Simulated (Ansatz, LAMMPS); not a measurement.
# Amorphous poly(ether ketone) with methanol (capped chains of 2 units), from a frame at 300 K (192 atoms): geometry optimisation, part 3 of 4

Aim: bring amorphous poly(ether ketone) with methanol (capped chains of 2 units), from a frame at 300 K (192 atoms) to a nearby minimum of the energy and see what moves.

Ansatz 0.2.0; Kohn-Sham DFT, PBEsol, PAW (set soft_2), plane waves.

The cell: 89 C, 17 O and 86 H. The network of contacts between molecules at the start is that of the classical potential that made the cell. The functional has no dispersion term. Only the Γ point is sampled, in a cell whose shortest periodic width is 13 Å.

So far. Step 4 (Cell and atoms relaxed): The relaxation changed the energy by -41.8 meV/atom, and atoms moved by 0.61 Å r.m.s., 2.2 Å at most.

## 6. Single point at the relaxed geometry

One more single point at the end of the walk gives the fuller output and checks the residual forces.

Contents of input.yaml:

```yaml
crystal:
  lattice:
    - [13.12312, -0.05872, 0.18974]
    - [-0.05872, 12.98601, 0.31667]
    - [0.18974, 0.31667, 13.05411]
  atoms:
    - { symbol: C, position: [0.67019, 0.12651, 0.49512] }
    - { symbol: C, position: [0.75606, 0.1752, 0.54869] }
    - { symbol: C, position: [0.75499, 0.17608, 0.65577] }
    - { symbol: C, position: [0.83558, 0.21862, 0.70622] }
    - { symbol: C, position: [0.91988, 0.262, 0.65104] }
    - { symbol: C, position: [0.91968, 0.26404, 0.54378] }
    - { symbol: C, position: [0.83937, 0.22059, 0.49364] }
    - { symbol: C, position: [0.00761, 0.30884, 0.70153] }
    - { symbol: O, position: [0.05824, 0.37907, 0.65728] }
    - { symbol: C, position: [0.03348, 0.26966, 0.80631] }
    - { symbol: C, position: [0.08582, 0.33475, 0.86966] }
    - { symbol: C, position: [0.11001, 0.30223, 0.96858] }
    - { symbol: C, position: [0.08259, 0.20276, 0.00455] }
    - { symbol: C, position: [0.03479, 0.13479, 0.94144] }
    - { symbol: C, position: [0.01008, 0.16869, 0.84304] }
    - { symbol: O, position: [0.10993, 0.1722, 0.10231] }
    - { symbol: C, position: [0.04247, 0.11482, 0.16395] }
    - { symbol: C, position: [0.937, 0.12822, 0.1603] }
    - { symbol: C, position: [0.87405, 0.07132, 0.22921] }
    - { symbol: C, position: [0.91377, 0.00301, 0.30395] }
    - { symbol: C, position: [0.01961, 0.99072, 0.30594] }
    - { symbol: C, position: [0.08367, 0.04564, 0.23615] }
    - { symbol: C, position: [0.84042, 0.94527, 0.37495] }
    - { symbol: O, position: [0.75506, 0.92324, 0.34426] }
    - { symbol: C, position: [0.86836, 0.91811, 0.48153] }
    - { symbol: C, position: [0.94712, 0.96769, 0.53159] }
    - { symbol: C, position: [0.96581, 0.94418, 0.63354] }
    - { symbol: C, position: [0.9048, 0.87083, 0.68944] }
    - { symbol: C, position: [0.82586, 0.82028, 0.64093] }
    - { symbol: C, position: [0.80859, 0.84444, 0.53842] }
    - { symbol: O, position: [0.92687, 0.85434, 0.7888] }
    - { symbol: C, position: [0.86319, 0.78441, 0.84923] }
    [... 154 atom lines left out ...]
    - { symbol: C, position: [0.58986, 0.83434, 0.91266] }
    - { symbol: O, position: [0.61055, 0.72753, 0.92069] }
    - { symbol: H, position: [0.51369, 0.85335, 0.94476] }
    - { symbol: H, position: [0.59199, 0.85923, 0.83069] }
    - { symbol: H, position: [0.64706, 0.88132, 0.95073] }
    - { symbol: H, position: [0.61564, 0.70747, 0.99487] }
kpoints:
  mp_grid: { grid: [1, 1, 1] }
hamiltonian:
  xc: pbesol
scf:
  occupations: { method: fixed }
output:
  forces: true
  stress: true
  populations: true
  dos:
    method: { smearing: { sigma: 0.08 } }
    de: 0.1
    projected: { site_lists: { C: [C], H: [H], O: [O] } }
  eigenvalues: true
  write_density: true
  write_potential: true
  volumetric_format: npy
```

Run with:

```console
> ansatz run input.yaml --threads 4 --pin off --max-ram 8192MiB --backend cpu --events-out ev --progress --plain --runs-dir out
```

Numbers of over 12 decimals in the logs are rounded to 6 here.

The program printed:

```text
[...]
Crystal: 192 atoms, lattice volume = 2222.806 Å³
Basis set: ecut = 420 eV, 43427 PW (Γ), exchange–correlation on 180×180×180 points (8 copies of the dense FFT grid, shifted against one another)
Bands: 464, of which v1, the nominal top of the filled ones, is band 272 counted from 1 (271 counted from 0)
Symmetry: 1 space group operations
[...]
k-points: 1
[...]
SCF iter   1: F=—  HF=-32824.244402 eV  |F-HF|=—  |Δ(HF+E_count)|=         —  Δρ=6.20e-3  dr2=9.15e-1  ethr=1.77e-3  ⟨swp⟩=5.0  Hψ=1615  notcnv=0  defer=190
[...]
SCF iter  11: F=-32824.056681 eV  HF=-32824.056681 eV  |F-HF|=1.57e-8  |Δ(HF+E_count)|=   8.87e-8  Δρ=8.83e-7  dr2=2.26e-8  ethr=1.84e-11  ⟨swp⟩=26.0  Hψ=4512  notcnv=0
SCF 1 converged in 11 iterations: F = -32824.056681 eV  dr2 = 2.26e-8
[...]
WARN: The input density's exchange-correlation potential varies sharply where the density is thin. Do not read a vacuum level from v_tot or v_xc, or from such a field of the output density. On a cell that repeats whose density bears no net charge and no dipole along the vacuum's axis use v_es (v_loc + v_h of the components); [...]
SCF converged after 11 iterations
Free energy (F): -32824.056681 eV
[...]
Internal energy: -32824.056681 eV  (E = F + TS)
E sigma→0 (E₀):  -32824.056681 eV
Fermi energy:    -0.278010 eV
[...]
--- Forces (eV/Å), atoms counted from 1 ---
  atom   1  C     -0.00179547     0.00526061     0.00375432
  atom   2  C      0.00358184    -0.00152098    -0.00193886
  atom   3  C      0.00072368     0.00371595     0.00035696
  atom   4  C      0.00402910     0.00045614     0.00235385
  atom   5  C      0.00524220    -0.00710859    -0.00398321
  atom   6  C      0.00620389    -0.00008071     0.00224279
  atom   7  C     -0.00539707     0.00030529    -0.00826818
  atom   8  C     -0.02369416     0.01188854     0.01925068
  atom   9  O      0.00755676    -0.00169774    -0.00872260
  atom  10  C      0.00277278    -0.00450112    -0.00977917
  atom  11  C      0.00859286     0.00447102     0.00293585
  atom  12  C     -0.00130458     0.00024457     0.00017287
  atom  13  C      0.00447489     0.00712931     0.00050745
  atom  14  C     -0.00414009    -0.00282748    -0.00621912
[...]
atom 191  H     -0.00056995    -0.00025600    -0.00038454
  atom 192  H      0.00020504    -0.00221120    -0.00107625
  max |Σ_I F_I| component: 1.83e-5 eV/Å
--- Stress (GPa, compression-positive) ---
        0.001293      -0.009618       0.009774
       -0.009618       0.010056       0.036355
        0.009774       0.036354       0.005428
  P = ⅓ Tr σ = 0.0056 GPa (0.056 kbar)
--- Band table (eV) ---
[...]
--- Löwdin populations: 192 sites ---
  site symbol       q [e]
     0      C      4.4780
     1      C      3.9173
     2      C      4.1308
[...]
191      H      0.6211
  spilling = 0.012234 (of n_electrons = 544.000000)
```

It took 39 s on 4 threads of Arm Neoverse V2, shared host; peak memory 3 GiB; 2.5 min of CPU time.

The program notes that the exchange-correlation potential is rough where the density is thin.

Numbers from this run:

- free energy: -32824.0567 eV
- free energy per atom: -170.9586 eV/atom
- SCF cycles: 11
- pressure: 0.005592 GPa
- r.m.s. force component: 0.00375 eV/Å
- longest force: 0.03276 eV/Å
- Fermi energy: -0.278 eV
- gap (highest filled to lowest empty level): 2.26 eV
- spilling of the projection: 0.01223

Löwdin charges by element and coordination (they lack the spilled electrons, 0.035 e an atom on average):

```
element  coordination  atoms  mean charge (e)  spread   least    most
      C           all     89          -0.0584   0.192  -0.490   0.391
      C             3     78          -0.0234   0.174  -0.199   0.391
      C             4     11           -0.306   0.109  -0.490  -0.234
      H           all     86            0.212  0.0433   0.167   0.387
      O           all     17           -0.375   0.118  -0.555  -0.211
      O             1      6           -0.391  0.0155  -0.412  -0.369
      O             2     11           -0.366   0.146  -0.555  -0.211
```

Density of states as counts of states in windows of 1 eV (from the Fermi level), total and the larger projections:

```
from (eV)  to (eV)  total   C p   H s   O p  C s
      -10       -9   26.6  13.8   3.3   0.7  7.9
       -9       -8   21.8  12.8   3.3   1.8  3.1
       -8       -7   21.9  12.2   2.9   4.8  1.3
       -7       -6   35.2  22.2   3.5   7.2  1.2
       -6       -5   65.9  38.2  13.6   8.3  3.6
       -5       -4   67.3  42.8  10.3  11.7  1.0
       -4       -3   48.5  32.6   7.1   7.4  0.4
       -3       -2   33.7  18.5   6.6   7.7  0.1
       -2       -1   35.5  28.2   1.3   5.4  0.1
       -1        0   37.4  17.1   1.7  17.7  0.4
        0        1    1.1   0.3   0.1   0.7  0.0
        1        2    0.0   0.0   0.0   0.0  0.0
        2        3   12.0   8.8   0.2   2.6  0.1
        3        4   21.2  19.3   0.3   0.2  0.1
        4        5   18.5  13.8   1.6   0.4  0.6
```

The curve was stored every 0.10 eV, coarse against its broadening of 0.08 eV, so these counts are rough.

With fixed occupations the program's Fermi level is the highest filled level; weight inside the gap is the broadening of levels at its edges.

Between -23 and -10 eV lie 149 more states.

The levels nearest the highest filled one (over half full), pooled over k-points and spins:

```
level less the highest filled one (eV)  occupation
                                -0.303           2
                                -0.293           2
                                -0.219           2
                                -0.103           2
                               -0.0521           2
                                     0           2
                                  2.26           0
                                  2.42           0
                                  2.52           0
                                  2.66           0
                                  2.74           0
                                   2.9           0
```

Valence density in the bc plane at fractional x = 0.305, with atoms of C and H and O within 0.2 Å of it. It is the smooth field of the valence electrons, not physical close to the nuclei.

Ten steps, logarithmic in the rise over the least value, from '0' (0.0 e/Å³) to '9' (6.3 e/Å³), each cell a mean:
```
0122100000011122223332334421000111100
0000000001123455311100011110012465421
0000000001234454310000011111124799742
1110000000134443211222222344335788742
2221000000124443233454333566666776432
3332100001123457766676433567766676543
4432210001123479987676432455544456655
3333211000111358875454322223222245654
2122221000000123332111111011123456653
3222211000000000000000000000135666654
4433211000000000011111000000024555555
4432221100000000123443210000001122345
3211233321000000235676432100000001244
2100134421000000135677654321000000123
0000123321000000013455666654210000011
0000000000123221111123467776421000000
0000000001245654321011245677631000000
0000000001357777652000112345531000000
2210000001357766542000011111110000012
6421000000256643210001232100000000135
6421000000123321111123565310000000135
3211000000000000124445675310000000012
1121100000000000246766776431000000000
0123210000000000245665666641000000000
```
Columns run along b (13.0 Å), rows up along c (13.1 Å). Atoms in or near the plane, at fractional coordinates: C at (0.54, 0.45), C at (0.36, 0.25), H at (0.75, 0.29), H at (0.44, 0.25), H at (0.33, 0.18), C at (0.85, 0.79), C at (0.74, 0.77), C at (0.53, 0.74), O at (0.43, 0.71), H at (0.83, 0.58), H at (0.00, 0.16), C at (0.61, 0.05), H at (0.63, 0.13).

Electrostatic potential energy in the bc plane at fractional x = 0.305, with atoms of C and H and O within 0.2 Å of it. With pseudopotentials it is smooth inside the atoms' cores, unlike the true potential.

Ten even steps from '0' (-43 eV) to '9' (6 eV), each cell a mean:
```
9999999999999999999999998899999999999
9999999999999874899999999999999977999
9999999999998887899999999999999511599
9999999999998889999999999998887401699
9999999999998888998778999841262004899
8899999999998775463004888720044115789
8889999999999840012004899875588875358
9999999999999973247778999999999986568
9999999999999999999999999999999874579
9999999999999999999999999999984451278
8999999999999999999999999999986687777
7899999999999999998878999999999999886
9999999999999999986102799999999999988
9999986699999999996102688999999999999
9999998899999999999777656568999999999
9999999999999999999998863004899999999
9999999999986468899999986223489999999
9999999999960004158999999886589999999
9999999999973136579999999999999999999
3899999999971589999999989999999999984
5899999999988899999999725999999999996
9999999999999999999986437999999999999
9999999999999999997452004899999999999
9998999999999999998676334489999999999
```
Columns run along b (13.0 Å; values clipped at the 3rd and 97th percentile), rows up along c (13.1 Å). Atoms in or near the plane, at fractional coordinates: C at (0.54, 0.45), C at (0.36, 0.25), H at (0.75, 0.29), H at (0.44, 0.25), H at (0.33, 0.18), C at (0.85, 0.79), C at (0.74, 0.77), C at (0.53, 0.74), O at (0.43, 0.71), H at (0.83, 0.58), H at (0.00, 0.16), C at (0.61, 0.05), H at (0.63, 0.13).

Mean Löwdin charges: C -0.06, H +0.21, O -0.37 e (they miss 1.2 % of the electrons, so they add up to more than the cell's charge).

The surroundings of O170, one of the 17 O atoms, nearest first, numbered as they follow in the input and with coordinates relative to it.

```
atom      x      y      z  distance (Å)  bonds  Löwdin charge (e)
O170   0.00   0.00   0.00          0.00      2              -0.55
H174  -0.97   0.21   0.14          1.00      1               0.37
C169   0.71   1.21   0.20          1.42      4              -0.24
H173   1.75   1.07  -0.14          2.06      1               0.19
H172   0.30   2.05  -0.39          2.11      1               0.18
H171   0.75   1.51   1.27          2.11      1               0.17
H152   0.81  -1.44  -1.60          2.31      1               0.22
H103   2.01  -0.89   1.01          2.41      1               0.20
 H41  -1.47  -2.13  -0.36          2.61      1               0.21
O164  -2.60   0.65   0.34          2.70      2              -0.51
```

The column of bonds counts only the pairs C-C within 1.85 Å, C-H within 1.34 Å, C-O within 1.73 Å, H-O within 1.21 Å; other neighbours, such as metal atoms beside each other in a compound, aren't counted, and periodic images can show an atom twice.

(Part 3 of 4 ends here.)

[Logs are printed without paths, hosts, clocks, repeated set-up lines and the standing remarks that a program may print on its own settings, such as how far it seeks lower states.]

[Hosts, paths, dates, database ids (printed as entryN), source tags and the programs' standing remarks are cut or masked in the printed files.]
